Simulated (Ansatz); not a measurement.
# SiTe (built on the sites of a database entry of SnTe): Grüneisen parameters

Wanted: mode Grüneisen parameters of SiTe (built on the sites of a database entry of SnTe).

Calculated with Ansatz 0.2.0; DFT LDA, scalar-relativistic, plane waves, norm-conserving pseudopotentials.

The structure was built from a prototype and need not be the compound's stable phase.

### Step 1. Set-up

The structure is cubic, space group F-43m (No. 216). Conventional cell: a = 6.378 Å, b = 6.378 Å, c = 6.378 Å, α = 90.00°, β = 90.00°, γ = 90.00°. Nearest to Si lie 4 Te at 2.76 Å. Nearest to Te lie 4 Si at 2.76 Å. Farther neighbours and most contacts between anions are not listed.

### Step 2. The dispersion

The cell comes from relaxations at this level that are not shown. Stability and thermal properties need the whole zone. Linear response on a 2×2×2 q mesh gives force constants as far as a supercell of that size would.

Input file input.yaml:

```yaml
crystal:
  lattice:
    - [0.0, 3.1888223209, 3.1888223209]
    - [3.1888223209, 0.0, 3.1888223209]
    - [3.1888223209, 3.1888223209, 0.0]
  atoms:
    - { symbol: Si, position: [0.0, 0.0, 0.0] }
    - { symbol: Te, position: [0.75, 0.75, 0.75] }
kpoints:
  mp_grid: { grid: [10, 10, 10] }
hamiltonian:
  xc: lda
  pseudopotentials: { kind: nc }
scf:
  occupations: { method: methfessel_paxton, width: 0.15 }
output:
  eigenvalues: true
phonons:
  method: dfpt
  qmesh: [2, 2, 2]
  temperatures: { t_max: 1000, t_step: 50 }
  qpath:
    path:
      - [[0.0, 0.0, 0.0], [-0.5, -0.5, 0.0], [-0.375, -0.375, 0.25]]
      - [[-0.375, 0.0, 0.375], [0.0, 0.0, 0.0], [0.0, 0.0, 0.5], [-0.5, -0.25, 0.25], [-0.5, -0.5, 0.0]]
    npoints: 10
```

Launch:

```
> ansatz run input.yaml --threads 4 --pin off --max-ram 7168MiB --backend cpu --events-out ev --progress --plain --runs-dir out
```

The program printed:

```text
Warning: phonons: the dynamical matrix that this run interpolates holds no multipole term above the dipole-dipole one, and a site of this crystal is no centre of inversion, so its interpolated transverse optical and acoustic branches and sound speeds can stay off near Gamma, and the density of states and the thermodynamics with them. What a run solves at a wave vector of phonons.qpoints, Gamma apart, where the deck admits one, is free of this, and under fd what a larger phonons.supercell samples
Engine: ansatz 0.2.0, aarch64-unknown-linux-gnu
Pseudopotentials: kind: nc
Pseudopotential: Si, nc, valence charge 4, recommended cutoff 435.38218 eV (normal), Si.nc.azcp (PseudoDojo's, or run here from an input of PseudoDojo's: the run reads no file of this project's for it)
Pseudopotential: Te, nc, valence charge 16, recommended cutoff 1120 eV (normal), Te.nc.azcp (PseudoDojo's, or run here from an input of PseudoDojo's: the run reads no file of this project's for it)
Functional definition: SPW92
  exchange = slater_x
  correlation = pw_c
Crystal: 2 atoms, lattice volume = 64.852 Å³
Basis set: ecut = 1120 eV, 5577 PW (Γ), exchange–correlation on 100×100×100 points (8 copies of the dense FFT grid, shifted against one another)
Bands: 14, of which v1, the nominal top of the filled ones, is band 10 counted from 1 (9 counted from 0)
Symmetry: 24 space group operations
k-points: 47 of 1000 (time reversal used)
Non-local potential: Si, projectors of the file, l = 0: 2, l = 1: 2, l = 2: 2
Non-local potential: Te, projectors of the file, l = 0: 3, l = 1: 2, l = 2: 2, l = 3: 2
Initial density: superposition of atomic densities (chi_scale 0.1, normalization cell, long waves kept (reshape's long-wave potential 0.00 eV rms))
Initial wavefunctions: pseudopotential atomic-orbital guess
Functional: x = slater, c = lda
SCF iter   1: F=—  HF=-2960.047969 eV  |F-HF|=—  |Δ(HF+E_count)|=         —  Δρ=1.59e-2  dr2=1.81e-1  ethr=3.10e-3  ⟨swp⟩=6.2  Hψ=4112  notcnv=0
preconditioner: auto → Kerker (q_TF=auto, 2.243 Å⁻¹)  [metal: Δε(μ)=0.068 eV  Ē_g=8.625 eV  σ=0.150 eV  W_gap=0.37  n_scr=14 (ndim 8)  ℏωp=14.6 eV  f_vac=0.007  D(μ)=0.76/eV (n_scr^D=0)]
SCF iter   2: F=—  HF=-2960.015980 eV  |F-HF|=—  |Δ(HF+E_count)|=   3.20e-2  S|Δr|=    0.00e0  Δρ=9.75e-3  dr2=6.77e-2  ethr=9.07e-4  ⟨swp⟩=1.0  Hψ=1034  notcnv=0
SCF iter   3: F=—  HF=-2959.996458 eV  |F-HF|=—  |Δ(HF+E_count)|=   1.95e-2  S|Δr|=    0.00e0  Δρ=1.31e-3  dr2=2.61e-3  ethr=3.38e-4  ⟨swp⟩=2.1  Hψ=886  notcnv=0
SCF iter   4: F=—  HF=-2959.996087 eV  |F-HF|=—  |Δ(HF+E_count)|=   3.71e-4  S|Δr|=    0.00e0  Δρ=4.40e-4  dr2=3.12e-4  ethr=1.30e-5  ⟨swp⟩=2.1  Hψ=886  notcnv=0
SCF iter   5: F=—  HF=-2959.996111 eV  |F-HF|=—  |Δ(HF+E_count)|=   2.39e-5  S|Δr|=    0.00e0  Δρ=1.33e-4  dr2=1.07e-5  ethr=1.56e-6  ⟨swp⟩=2.0  Hψ=825  notcnv=0
SCF iter   6: F=—  HF=-2959.996117 eV  |F-HF|=—  |Δ(HF+E_count)|=   6.93e-6  S|Δr|=    0.00e0  Δρ=2.40e-5  dr2=3.69e-7  ethr=5.36e-8  ⟨swp⟩=2.1  Hψ=840  notcnv=0
SCF iter   7: F=—  HF=-2959.996085 eV  |F-HF|=—  |Δ(HF+E_count)|=   3.28e-5  S|Δr|=    0.00e0  Δρ=6.97e-6  dr2=6.69e-8  ethr=1.85e-9  ⟨swp⟩=2.4  Hψ=984  notcnv=0
SCF iter   8: F=—  HF=-2959.996085 eV  |F-HF|=—  |Δ(HF+E_count)|=   2.15e-8  S|Δr|=    0.00e0  Δρ=2.21e-6  dr2=5.36e-9  ethr=3.35e-10  ⟨swp⟩=1.9  Hψ=756  notcnv=0
SCF iter   9: F=—  HF=-2959.996085 eV  |F-HF|=—  |Δ(HF+E_count)|=   2.12e-9  S|Δr|=    0.00e0  Δρ=4.62e-7  dr2=1.17e-10  ethr=2.68e-11  ⟨swp⟩=1.7  Hψ=739  notcnv=0
SCF iter  10: F=-2959.996085 eV  HF=-2959.996085 eV  |F-HF|=4.55e-13  |Δ(HF+E_count)|=  1.52e-10  S|Δr|=    0.00e0  Δρ=7.01e-8  dr2=1.64e-12  ethr=1.00e-12  ⟨swp⟩=8.0  Hψ=4091  notcnv=0
SCF 1 converged in 10 iterations: F = -2959.996085 eV  dr2 = 1.64e-12
Initial density: read from a saved state, or passed on in memory by an earlier SCF of this step, an earlier step, the calling program or the single point that the run made first
iter 1 solved again at ethr=1.65e-7 eV; its pass at ethr=3.10e-3 eV (dr2=3.31e-5 eV) is discarded
SCF iter   1: F=—  HF=-2959.996121 eV  |F-HF|=—  |Δ(HF+E_count)|=         —  Δρ=3.34e-7  dr2=1.05e-10  ethr=1.65e-7  ⟨swp⟩=4.0  Hψ=6423  notcnv=0
eigensolver tolerance schedule: the retry pair's looser diagonalisation over-reported the residual by 315691.62 of it (diagonalisation noise at an unbounded share of the residual, at the tolerance the schedule requests for it); recorded, not acted on — ethr = c·dr2/N_el stays at c = 1.0e-1
preconditioner: auto → Kerker (q_TF=auto, 2.243 Å⁻¹)  [metal: Δε(μ)=0.054 eV  Ē_g=8.611 eV  σ=0.150 eV  W_gap=0.29  n_scr=14 (ndim 8)  ℏωp=14.6 eV  f_vac=0.015  D(μ)=0.70/eV (n_scr^D=0)]
SCF iter   2: F=—  HF=-2959.996085 eV  |F-HF|=—  |Δ(HF+E_count)|=   3.67e-5  S|Δr|=    0.00e0  Δρ=1.40e-7  dr2=1.31e-11  ethr=1.00e-12  ⟨swp⟩=4.0  Hψ=1866  notcnv=0
SCF iter   3: F=-2959.996085 eV  HF=-2959.996085 eV  |F-HF|=3.64e-12  |Δ(HF+E_count)|=  2.73e-12  S|Δr|=    0.00e0  Δρ=1.01e-7  dr2=7.51e-12  ethr=1.00e-12  ⟨swp⟩=4.9  Hψ=2209  notcnv=0
SCF 2 converged in 3 iterations: F = -2959.996085 eV  dr2 = 7.51e-12
phonons: the bands overlap, so this run is a metal and interpolates without the dipole-dipole term. If the crystal is really an insulator or semiconductor, its LO-TO splitting is missing
NSCF: frozen V_eff on 47 k-points
WARN: eigensolver did not converge in 33 slots of this pass, the one above among them; of largest residual over every band (k=14): 1 band(s) unlocked (lowest unlocked band 13, counted from 0; max residual 1.18e-1 eV among the unlocked bands, 1.18e-1 eV over every band); of lowest unlocked band (k=1): band 13
NSCF: frozen V_eff on 102 k-points
DFPT response loops at q = (0, 0, 0) (fractional): preconditioner auto → Kerker (q_TF=auto, 2.243 Å⁻¹) (partly filled bands, converged f_vac=0.015); β = 1.00, the filter's whole step (`scf.mixing.beta` (0.50) is not read by the response loops under this deck's `scf.mixing.preconditioner`; to damp them name `kerker` or `kerker_dos`, under which they read `scf.mixing.beta`, and type it under 1.00, their step now; both keys bind the ground state too); Broyden in place of MSR1
NSCF: frozen V_eff on 564 k-points
DFPT response loops at q = (0, 0, -0.5) (fractional): mixed as the last ones told, above
NSCF: frozen V_eff on 342 k-points
DFPT response loops at q = (0, -0.5, -0.5) (fractional): mixed as the last ones told, above
SCF converged after 10 iterations
Stability not checked: this state was not tested for a lower state beside it, because cold or Methfessel-Paxton smearing, or corrected tetrahedra, fill the levels in a way that the test cannot read (fill_not_monotonic; see scf.lower_state_search)
Free energy (F): -2959.996085 eV
Harris-Foulkes:  -2959.996085 eV  (|F-HF|=4.55e-13)
Internal energy: -2959.996825 eV  (E = F + TS)
E sigma→0 (E₀):  -2959.996270 eV
Entropy (-TS):   0.000741 eV (0.370 meV/atom)
Fermi energy:    6.230856 eV
--- Per-component energies (eV) ---
  E_band       = -305.341113
  E_kinetic    = 1582.816391
  E_local      = -2436.646952  (includes V_loc(G=0)·N_el)
  E_nonlocal   = -766.869144
  E_hartree    = 882.713519
  E_xc         = -698.279017
  E_vxc        = -450.068469  (∫ρ·V_xc dr)
  E_ewald      = -1523.731623
  E_smearing   = 0.000741  (= −TS)
  E_closure    = 0.000000  (closes the sum)
  Σ components = -2959.996085   (vs F -2959.996085, Δ=0.00e0)
--- Band table (eV; the first three rows and the last of 47) ---
  k-point 0: bands = [... 6 lower, 2.0613, 3.7043, 3.7043, 3.7043, 6.7782, 6.7782, 6.7782, 10.5211]
  k-point 1: bands = [... 6 lower, 1.4324, 3.6070, 3.6070, 4.0556, 6.9337, 6.9337, 6.9468, 10.9101]
  k-point 2: bands = [... 6 lower, 0.3645, 3.3889, 3.3889, 4.2667, 7.2773, 7.2773, 7.6552, 11.6893]
  k-point 46: bands = [... 6 lower, -2.0270, 1.5791, 1.7553, 6.6755, 7.2366, 8.9049, 9.1867, 12.4101]
--- Phonons (Γ-DFPT): 2 representative perturbations + reference (Σ response iterations 5) ---
  ASR residual: 9.725e-5 → 0.000e0 eV/Å²; symmetrization residual: 5.080e-6 eV/Å²
  ASR residual per site (eV/Å²): 1.47e-5 9.73e-5
  Γ frequencies (cm⁻¹): 0.00 0.00 0.00 198.91 198.91 198.91
--- Phonons (arbitrary-q DFPT): 3 irreducible q on the 2×2×2 mesh ---
  q = [0.0000, 0.0000, 0.0000] (star 1, of the zone-centre solve; hermiticity 3.03e-6, symmetrization 4.49e-15): -0.00 -0.00 0.00 198.91 198.91 198.91
  q = [0.0000, 0.0000, -0.5000] (star 4, 2 solved perturbations on 282 of 1000 k-point pairs; hermiticity 2.81e-6, symmetrization 2.28e-12, the responses' own estimated error 1.4e-4 eV/Å²): -26.51 -26.51 14.60 173.37 173.37 212.62
  q = [0.0000, -0.5000, -0.5000] (star 3, 4 solved perturbations in 546 linear systems a pass and spin channel, the states on 171 of 1000 k-point pairs; hermiticity 1.15e-5, symmetrization 3.19e-12, the responses' own estimated error 1.8e-4 eV/Å²): -42.58 -42.58 67.03 124.02 124.02 148.60
  sum rule: each row above includes the acoustic sum rule's correction from the zone centre's row sums; it moved no ω² by more than (0.46 cm⁻¹)²
  mesh force constants: q→R imaginary residual 4.28e-17; ASR residual 9.725e-5 → 0.000e0 eV/Å²; symmetrization residual 2.220e-15 eV/Å²
  interpolated dispersion: 62 rows × 6 modes
  density of states and harmonic sums: on the 18×18×18 q-mesh, interpolated from the force constants of a 2×2×2 supercell (no non-analytic term)
  largest difference from the sums on the solved wave vectors: F 7.77e-3 eV, S 2.58e-5 and C_V 1.15e-5 eV/K
  zero-point energy: 0.034333 eV/cell   skipped modes (ω ≤ 0): 387, of them read as no rigid motion or as one in doubt: 384 (1.991e0 modes/cell left out, lowest -51.28 cm⁻¹)   left out of the sums: 3.32e-1 of the cell's modes: C_V's classical limit lies that fraction below 3 k_B per atom; for a crystal, a wire or a layer, F and S can be off by more, and a phonons.interpolated_qmesh denser along its periods is the remedy for the sampling
```

It took 1.8 min on 4 threads of Arm Neoverse V1, shared host; peak memory 2.1 GiB.

The column dr2 measures how far the density is from self-consistency, as an energy; F and HF (Harris–Foulkes) agree once it is small.

This step gave:

```yaml
volume_per_atom: 32.43 Å³
gap_on_the_k_mesh: 0 eV
sum_rule_residual_before_enforcement: 9.73e-5 eV/Å²
lowest_frequency_on_the_path: -51.49 cm⁻¹
point_group: -43m
highest_frequency_on_the_path_or_at_a_solved_wavevector: 212.6 cm⁻¹
highest_optical_mode_at_the_zone_centre_no_lo_to_term: 198.9 cm⁻¹
lowest_optical_zone_centre_mode: 198.9 cm⁻¹
lowest_mode_on_the_q_mesh_acoustic_modes_at_gamma_apart: -42.58 cm⁻¹
```

Frequencies (cm⁻¹) solved at each irreducible wavevector; negative means imaginary. Frequencies by wavevector, by row:

```
q in reciprocal lattice units  star  mode 1  mode 2  mode 3  mode 4  mode 5  mode 6
                        0 0 0     1       0       0       0   198.9   198.9   198.9
                     0 0 -0.5     4   -26.5   -26.5    14.6   173.4   173.4   212.6
                  0 -0.5 -0.5     3   -42.6   -42.6      67     124     124   148.6
```

Symmetry leaves 3 wavevectors to solve. The lowest mode among them, the acoustic zeros apart, lies at q = (0, -0.5, -0.5) and is imaginary, 42.6i cm⁻¹, so the energy falls along it. Between them the interpolated path dips to 51i cm⁻¹.

### Step 3. Relaxing at another volume, volume ratio 0.97

The volume is scaled by 0.97 and held; symmetry leaves nothing to relax, so this is a single point. The modes can then be followed against volume.

input.yaml, the sections that differ from step 2:

```yaml
crystal:
  lattice:
    - [0.0, 3.156609792, 3.156609792]
    - [3.156609792, 0.0, 3.156609792]
    - [3.156609792, 3.156609792, 0.0]
  atoms:
    - { symbol: Si, position: [0.0, 0.0, 0.0] }
    - { symbol: Te, position: [0.75, 0.75, 0.75] }
output:
  forces: true
  stress: true
  eigenvalues: true
# kpoints, hamiltonian, scf: as in step 2
# phonons: removed
```

The program printed:

```text
[...]
Crystal: 2 atoms, lattice volume = 62.906 Å³
Basis set: ecut = 1120 eV, 5329 PW (Γ)
Bands: 14, of which v1, the nominal top of the filled ones, is band 10 counted from 1 (9 counted from 0)
Symmetry: 24 space group operations
[...]
k-points: 47 of 1000 (time reversal used)
[...]
P = ⅓ Tr σ = 1.0839 GPa (10.839 kbar)
--- Band table (eV; the first three rows and the last of 47) ---
  k-point 0: bands = [... 6 lower, 2.5634, 3.9891, 3.9891, 3.9891, 7.1038, 7.1038, 7.1038, 10.8945]
  k-point 1: bands = [... 6 lower, 1.8459, 3.8878, 3.8878, 4.4112, 7.2651, 7.2651, 7.2851, 11.2940]
  k-point 2: bands = [... 6 lower, 0.7005, 3.6613, 3.6613, 4.6418, 7.6191, 7.6191, 8.0415, 12.0846]
  k-point 46: bands = [... 6 lower, -1.7982, 1.7790, 1.9630, 7.0833, 7.5969, 9.2825, 9.5539, 12.8713]
[key lines of the parts left out:]
SCF converged after 7 iterations
Free energy (F): -2959.989620 eV
Fermi energy:    6.558362 eV
```

Elapsed: 3.1 s, on 4 threads; peak memory 0.44 GiB.

This step gave:

```yaml
pressure: 1.084 GPa
volume_per_atom: 31.45 Å³
```

The run ends at a pressure of 1.08 GPa.

### Step 4. Phonons at the other volume, volume ratio 0.97

The phonons are repeated at this volume on the same k and q meshes.

input.yaml, the sections that differ from step 3:

```yaml
output:
  eigenvalues: true
phonons:
  method: dfpt
  qmesh: [2, 2, 2]
  temperatures: { t_max: 1000, t_step: 50 }
  qpath:
    path:
      - [[0.0, 0.0, 0.0], [-0.5, -0.5, 0.0], [-0.375, -0.375, 0.25]]
      - [[-0.375, 0.0, 0.375], [0.0, 0.0, 0.0], [0.0, 0.0, 0.5], [-0.5, -0.25, 0.25], [-0.5, -0.5, 0.0]]
    npoints: 10
# crystal, kpoints, hamiltonian, scf: as in step 3
```

The program printed:

```text
[...]
Crystal: 2 atoms, lattice volume = 62.906 Å³
Basis set: ecut = 1120 eV, 5329 PW (Γ), exchange–correlation on 100×100×100 points (8 copies of the dense FFT grid, shifted against one another)
Bands: 14, of which v1, the nominal top of the filled ones, is band 10 counted from 1 (9 counted from 0)
Symmetry: 24 space group operations
k-points: 47 of 1000 (time reversal used)
[...]
SCF iter   1: F=—  HF=-2960.047780 eV  |F-HF|=—  |Δ(HF+E_count)|=         —  Δρ=1.67e-2  dr2=1.99e-1  ethr=3.10e-3  ⟨swp⟩=6.2  Hψ=4142  notcnv=0
[...]
SCF iter  10: F=-2959.989620 eV  HF=-2959.989620 eV  |F-HF|=0.00e0  |Δ(HF+E_count)|=  1.29e-10  S|Δr|=    0.00e0  Δρ=7.37e-8  dr2=1.91e-12  ethr=1.00e-12  ⟨swp⟩=7.9  Hψ=3993  notcnv=0
SCF 1 converged in 10 iterations: F = -2959.989620 eV  dr2 = 1.91e-12
[...]
SCF iter   3: F=-2959.989620 eV  HF=-2959.989620 eV  |F-HF|=3.64e-12  |Δ(HF+E_count)|=  8.64e-12  S|Δr|=    0.00e0  Δρ=1.02e-7  dr2=6.64e-12  ethr=1.00e-12  ⟨swp⟩=4.9  Hψ=2217  notcnv=0
SCF 2 converged in 3 iterations: F = -2959.989620 eV  dr2 = 6.64e-12
[...]
NSCF: frozen V_eff on 47 k-points
[...]
SCF converged after 10 iterations
[...]
Free energy (F): -2959.989620 eV
[...]
Internal energy: -2959.991475 eV  (E = F + TS)
E sigma→0 (E₀):  -2959.990084 eV
Entropy (-TS):   0.001855 eV (0.928 meV/atom)
Fermi energy:    6.558330 eV
[...]
--- Band table (eV; the first three rows and the last of 47) ---
  k-point 0: bands = [... 6 lower, 2.5634, 3.9890, 3.9890, 3.9890, 7.1037, 7.1037, 7.1037, 10.8945]
  k-point 1: bands = [... 6 lower, 1.8459, 3.8877, 3.8877, 4.4111, 7.2650, 7.2650, 7.2850, 11.2941]
  k-point 2: bands = [... 6 lower, 0.7004, 3.6613, 3.6613, 4.6417, 7.6191, 7.6191, 8.0415, 12.0846]
  k-point 46: bands = [... 6 lower, -1.7983, 1.7790, 1.9630, 7.0833, 7.5969, 9.2825, 9.5538, 12.8712]
[...]
ASR residual: 1.246e-4 → 0.000e0 eV/Å²; symmetrization residual: 5.520e-6 eV/Å²
  ASR residual per site (eV/Å²): 1.33e-5 1.25e-4
  Γ frequencies (cm⁻¹): 0.00 0.00 0.00 207.48 207.48 207.48
--- Phonons (arbitrary-q DFPT): 3 irreducible q on the 2×2×2 mesh ---
[...]
interpolated dispersion: 62 rows × 6 modes
[...]
```

It took 97 s on 4 threads; peak memory 2 GiB; 6.4 min of CPU time.

This step gave:

* sum-rule residual before enforcement: 1.25e-4 eV/Å²
* lowest frequency on the path: -55.77 cm⁻¹
* highest frequency on the path or at a solved wavevector: 219.2 cm⁻¹
* highest optical mode at the zone centre (no LO-TO term): 207.5 cm⁻¹
* lowest optical zone-centre mode: 207.5 cm⁻¹
* lowest mode on the q mesh (acoustic modes at Γ apart): -46.99 cm⁻¹

Frequencies (cm⁻¹) solved at each irreducible wavevector; negative means imaginary. Frequencies by wavevector, by row:

```
q in reciprocal lattice units  star  mode 1  mode 2  mode 3  mode 4  mode 5  mode 6
                        0 0 0     1       0       0       0   207.5   207.5   207.5
                     0 0 -0.5     4   -31.1   -31.1    -9.1   179.9   179.9   219.2
                  0 -0.5 -0.5     3     -47     -47    67.2     132     132   155.9
```

The highest optical mode at the zone centre (no LO-TO term) is 207.5 cm⁻¹, +8.6 cm⁻¹ against the base run.

### Step 5. Relaxing at another volume, volume ratio 1.03

The volume is scaled by 1.03 and held; symmetry leaves nothing to relax, so this is a single point. The modes can then be followed against volume.

input.yaml, the sections that differ from step 4:

```yaml
crystal:
  lattice:
    - [0.0, 3.2203968725, 3.2203968725]
    - [3.2203968725, 0.0, 3.2203968725]
    - [3.2203968725, 3.2203968725, 0.0]
  atoms:
    - { symbol: Si, position: [0.0, 0.0, 0.0] }
    - { symbol: Te, position: [0.75, 0.75, 0.75] }
output:
  forces: true
  stress: true
  eigenvalues: true
# kpoints, hamiltonian, scf: as in step 4
# phonons: removed
```

The program printed:

```text
[...]
Crystal: 2 atoms, lattice volume = 66.797 Å³
Basis set: ecut = 1120 eV, 5769 PW (Γ)
Bands: 14, of which v1, the nominal top of the filled ones, is band 10 counted from 1 (9 counted from 0)
Symmetry: 24 space group operations
[...]
k-points: 47 of 1000 (time reversal used)
[...]
P = ⅓ Tr σ = -0.9368 GPa (-9.368 kbar)
--- Band table (eV; the first three rows and the last of 47) ---
  k-point 0: bands = [... 6 lower, 1.5896, 3.4369, 3.4369, 3.4369, 6.4698, 6.4698, 6.4698, 10.1681]
  k-point 1: bands = [... 6 lower, 1.0353, 3.3434, 3.3434, 3.7296, 6.6199, 6.6199, 6.6272, 10.5470]
  k-point 2: bands = [... 6 lower, 0.0418, 3.1329, 3.1329, 3.9188, 6.9534, 6.9534, 7.2922, 11.3146]
  k-point 46: bands = [... 6 lower, -2.2445, 1.3911, 1.5599, 6.2883, 6.8934, 8.5479, 8.8385, 11.9754]
[key lines of the parts left out:]
SCF converged after 7 iterations
Free energy (F): -2959.990267 eV
Fermi energy:    5.919502 eV
```

Wall time 3.8 s (4 threads); peak memory 0.45 GiB; 15 s of CPU time.

This step gave:

- pressure: -0.9368 GPa
- volume per atom: 33.40 Å³

The run ends at a pressure of -0.94 GPa.

[end of part 1 of 2]

[Logs are printed without paths, hosts, clocks, repeated set-up lines and the standing remarks that a program may print on its own settings, such as how far it seeks lower states.]

[Hosts, paths, dates, database ids (printed as entryN), source tags and the programs' standing remarks are cut or masked in the printed files.]
